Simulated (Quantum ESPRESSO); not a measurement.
# Projected density of states of magnetic NbCrP

Aim: the densities of states of NbCrP in the lowest state of several starts.

Method: PBEsol; plane waves with GBRV 1.5 PBEsol potentials, no spin-orbit coupling, in Quantum ESPRESSO 7.5.

## Step 1: The starting structure

It takes space group Pnma (No. 62, orthorhombic). The conventional cell has a = 6.288 Å, b = 3.536 Å, c = 7.421 Å, α = 90.00°, β = 90.00°, γ = 90.00°. Nearest to Nb lie 5 P at 2.61 to 2.71 Å and 4 Cr at 2.83 to 2.86 Å. Cr has 4 P at 2.33 to 2.42 Å and 2 Cr at 2.69 Å and 4 Nb at 2.83 to 2.86 Å nearest. Nearest to P lie 4 Cr at 2.33 to 2.42 Å and 5 Nb at 2.61 to 2.71 Å. Farther neighbours are not listed.

The cell comes from Materials Project 2023-11-01, a database of computed structures, and need not be the stable phase.

## Step 2: The magnetic state

This state came out lowest in a comparison of starts that is told elsewhere.

pw.in reads:

```
&CONTROL
  calculation = 'scf'
  prefix = 'pwscf'
  outdir = './tmp'
  pseudo_dir = './pseudo'
  disk_io = 'low'
/
&SYSTEM
  ibrav = 0
  celldm(1) = 8
  nat = 12
  ntyp = 3
  ecutwfc = 40
  ecutrho = 280
  nbnd = 90
  occupations = 'smearing'
  smearing = 'fd'
  degauss = 0.00734986
  nspin = 2
  starting_magnetization(1) = 0
  starting_magnetization(2) = 0.1786
  starting_magnetization(3) = 0
/
&ELECTRONS
  conv_thr = 2.4d-08
  electron_maxstep = 150
  mixing_beta = 0.3
/
ATOMIC_SPECIES
Nb     92.9064 nb_pbesol_v1.uspp.F.UPF
Cr     51.9961 cr_pbesol_v1.5.uspp.F.UPF
P      30.9738 p_pbesol_v1.5.uspp.F.UPF
CELL_PARAMETERS alat
   1.4854321437684    0.0000000000000    0.0000000000000
   0.0000000000000    0.8352783687448    0.0000000000000
   0.0000000000000    0.0000000000000    1.7530437932210
ATOMIC_POSITIONS crystal
Nb      0.5300557600    0.2500000000    0.8267057800
Nb      0.0300557600    0.2500000000    0.6732942200
Nb      0.9699442400    0.7500000000    0.3267057700
Nb      0.4699442400    0.7500000000    0.1732942300
Cr      0.3570215600    0.7500000000    0.5622066200
Cr      0.1429784400    0.2500000000    0.0622066200
Cr      0.8570215600    0.7500000000    0.9377933800
Cr      0.6429784400    0.2500000000    0.4377933800
P       0.2699073200    0.2500000000    0.3705804100
P       0.7699073200    0.2500000000    0.1294195900
P       0.7300926800    0.7500000000    0.6294195900
P       0.2300926800    0.7500000000    0.8705804100
K_POINTS automatic
4 8 4 0 0 0
```

Started as:

```console
> OMP_NUM_THREADS=1 mpirun -n 4 pw.x -nk 4 -in pw.in > pw.out
```

Log:

```text
Program PWSCF v.7.5 starts

     Message from routine setup:
     using ibrav=0 with symmetry is DISCOURAGED, use correct ibrav instead

     K-points division:     npool     =       4
     Subspace diagonalization in iterative solution of the eigenvalue problem:

     bravais-lattice index     =            0
     lattice parameter (alat)  =       8.0000  a.u.
     unit-cell volume          =    1113.6450 (a.u.)^3
     number of atoms/cell      =           12
     number of atomic types    =            3
     number of electrons       =       128.00
     number of Kohn-Sham states=           90
     kinetic-energy cutoff     =      40.0000  Ry
     charge density cutoff     =     280.0000  Ry
     scf convergence threshold =      2.4E-08
     mixing beta               =       0.3000
     number of iterations used =            8  plain     mixing
     Exchange-correlation= SLA  PW   PSX  PSC
                           (   1   4  10   8   0   0   0)

     celldm(1)=   8.000000  celldm(2)=   0.000000  celldm(3)=   0.000000
     celldm(4)=   0.000000  celldm(5)=   0.000000  celldm(6)=   0.000000

     crystal axes: (cart. coord. in units of alat)
               a(1) = (   1.485432   0.000000   0.000000 )
               a(2) = (   0.000000   0.835278   0.000000 )
               a(3) = (   0.000000   0.000000   1.753044 )

     reciprocal axes: (cart. coord. in units 2 pi/alat)
               b(1) = (  0.673205  0.000000  0.000000 )
               b(2) = (  0.000000  1.197206  0.000000 )
               b(3) = (  0.000000  0.000000  0.570436 )

     PseudoPot. # 1 for Nb read from file:
     nb_pbesol_v1.uspp.F.UPF
     Pseudo is Ultrasoft + core correction, Zval = 13.0

     PseudoPot. # 2 for Cr read from file:
     cr_pbesol_v1.5.uspp.F.UPF
     Pseudo is Ultrasoft + core correction, Zval = 14.0

     PseudoPot. # 3 for P  read from file:
     p_pbesol_v1.5.uspp.F.UPF
     Pseudo is Ultrasoft + core correction, Zval =  5.0

     atomic species   valence    mass     pseudopotential
     Nb               13.00    92.90640     Nb( 1.00)
     Cr               14.00    51.99610     Cr( 1.00)
     P                 5.00    30.97380     P ( 1.00)

     Starting magnetic structure
     atomic species   magnetization
     Nb              0.000
     Cr              0.179
     P               0.000

      8 Sym. Ops., with inversion, found ( 6 have fractional translation)

   Cartesian axes

     site n.     atom                  positions (alat units)
         1        Nb     tau(   1) = (   0.7873619   0.2088196   1.4492514  )
         2        Nb     tau(   2) = (   0.0446458   0.2088196   1.1803143  )
         3        Nb     tau(   3) = (   1.4407864   0.6264588   0.5727295  )
         4        Nb     tau(   4) = (   0.6980703   0.6264588   0.3037924  )
         5        Cr     tau(   5) = (   0.5303313   0.6264588   0.9855728  )
         6        Cr     tau(   6) = (   0.2123848   0.2088196   0.1090509  )
         7        Cr     tau(   7) = (   1.2730474   0.6264588   1.6439929  )
         8        Cr     tau(   8) = (   0.9551008   0.2088196   0.7674710  )
         9        P      tau(   9) = (   0.4009290   0.2088196   0.6496437  )
        10        P      tau(  10) = (   1.1436451   0.2088196   0.2268782  )
        11        P      tau(  11) = (   1.0845031   0.6264588   1.1034001  )
        12        P      tau(  12) = (   0.3417871   0.6264588   1.5261656  )

     number of k points=    45  Fermi-Dirac smearing, width (Ry)=  0.0073
                       cart. coord. in units 2pi/alat
        k(    1) = (   0.0000000   0.0000000   0.0000000), wk =   0.0078125
        k(    2) = (   0.0000000   0.0000000   0.1426091), wk =   0.0156250
        k(    3) = (   0.0000000   0.0000000  -0.2852182), wk =   0.0078125
        k(    4) = (   0.0000000   0.1496507   0.0000000), wk =   0.0156250
        k(    5) = (   0.0000000   0.1496507   0.1426091), wk =   0.0312500
        [... 40 further k-points ...]

     Dense  grid:    88151 G-vectors     FFT dimensions: (  64,  36,  80)

     Smooth grid:    38065 G-vectors     FFT dimensions: (  48,  30,  60)

     Check: negative core charge=   -0.000004
     Generating pointlists ...
     new r_m :   0.2539 (alat units)  2.0312 (a.u.) for type    1
     new r_m :   0.2274 (alat units)  1.8195 (a.u.) for type    2
     new r_m :   0.2274 (alat units)  1.8195 (a.u.) for type    3

     Initial potential from superposition of free atoms

     starting charge     123.9894, renormalised to     128.0000

     negative rho (up, down):  3.932E-03 2.719E-03
     Starting wfcs are  108 randomized atomic wfcs

     Self-consistent Calculation

     iteration #  1     ecut=    40.00 Ry     beta= 0.30
     Davidson diagonalization with overlap
     ethr =  1.00E-02,  avg # of iterations =  4.0

     negative rho (up, down):  2.330E-03 3.388E-03

     total energy              =   -1233.42892707 Ry
     estimated scf accuracy    <       9.70900233 Ry

     total magnetization       =     6.53 Bohr mag/cell
     absolute magnetization    =     7.41 Bohr mag/cell

     iteration #  2     ecut=    40.00 Ry     beta= 0.30
     Davidson diagonalization with overlap
     ethr =  7.59E-03,  avg # of iterations =  2.4

     negative rho (up, down):  2.888E-03 3.944E-03

     total energy              =   -1233.28844720 Ry
     estimated scf accuracy    <      27.61839940 Ry

     total magnetization       =     1.84 Bohr mag/cell
     absolute magnetization    =     2.44 Bohr mag/cell

     [... further iterations left out ...]

     iteration # 15     ecut=    40.00 Ry     beta= 0.30
     Davidson diagonalization with overlap
     ethr =  1.99E-10,  avg # of iterations =  4.3

     negative rho (up, down):  8.926E-04 5.671E-03

     total energy              =   -1235.90002613 Ry
     estimated scf accuracy    <       0.00000008 Ry

     total magnetization       =     5.38 Bohr mag/cell
     absolute magnetization    =     5.90 Bohr mag/cell

     iteration # 16     ecut=    40.00 Ry     beta= 0.30
     Davidson diagonalization with overlap
     ethr =  6.42E-11,  avg # of iterations =  2.0

     negative rho (up, down):  8.917E-04 5.671E-03

     Magnetic moment per site  (integrated on atomic sphere of radius R)
     atom   1 (R=0.254)  charge= 10.1755  magn= -0.0148
     atom   2 (R=0.254)  charge= 10.1755  magn= -0.0148
     atom   3 (R=0.254)  charge= 10.1755  magn= -0.0148
     atom   4 (R=0.254)  charge= 10.1755  magn= -0.0148
     atom   5 (R=0.227)  charge= 11.9121  magn=  1.1973
     atom   6 (R=0.227)  charge= 11.9121  magn=  1.1973
     atom   7 (R=0.227)  charge= 11.9121  magn=  1.1973
     atom   8 (R=0.227)  charge= 11.9121  magn=  1.1973
     atom   9 (R=0.227)  charge=  2.9123  magn= -0.0075
     atom  10 (R=0.227)  charge=  2.9123  magn= -0.0075
     atom  11 (R=0.227)  charge=  2.9123  magn= -0.0075
     atom  12 (R=0.227)  charge=  2.9123  magn= -0.0075

     End of self-consistent calculation

     [... lines left out ...]
     the Fermi energy is    17.6412 ev

!    total energy              =   -1235.90002615 Ry
     estimated scf accuracy    <       0.00000001 Ry
     smearing contrib. (-TS)   =      -0.02372826 Ry
     internal energy E=F+TS    =   -1235.87629789 Ry

     The total energy is F=E-TS. E is the sum of the following terms:
     one-electron contribution =    -367.15480824 Ry
     hartree contribution      =     254.96382147 Ry
     xc contribution           =    -186.80542521 Ry
     ewald contribution        =    -936.87988591 Ry

     total magnetization       =     5.37 Bohr mag/cell
     absolute magnetization    =     5.90 Bohr mag/cell

     convergence has been achieved in  16 iterations

=------------------------------------------------------------------------------=
   JOB DONE.
=------------------------------------------------------------------------------=
```

It took 7 min on 4 MPI ranks of Arm Neoverse V1, shared host; peak memory 1.4 GiB.

Spin moment in the atom's sphere by atom:

```csv
atom,spin moment in the atom's sphere (μB)
Nb1,-0.01
Nb2,-0.01
Nb3,-0.01
Nb4,-0.01
Cr5,1.20
Cr6,1.20
Cr7,1.20
Cr8,1.20
P9,-0.01
P10,-0.01
P11,-0.01
P12,-0.01
```

This step gave:

```yaml
smearing_term_ts: 0.3228 eV
magnetization: 5.374 μB
absolute_magnetization: 5.897 μB
final_state: ferromagnetic
```

[end of part 1 of 2]

[Logs and program files are shortened in this print: banners, set-up blocks, solver, clock and traceback lines can be left out without a mark of their own.]

[Logs are printed without paths, hosts, clocks, repeated set-up lines and the standing remarks that a program may print on its own settings, such as how far it seeks lower states.]

[Hosts, paths, dates, database ids (printed as entryN), source tags and the programs' standing remarks are cut or masked in the printed files.]

[Where a cell is said to come from a database of computed structures, the database is the Materials Project.]
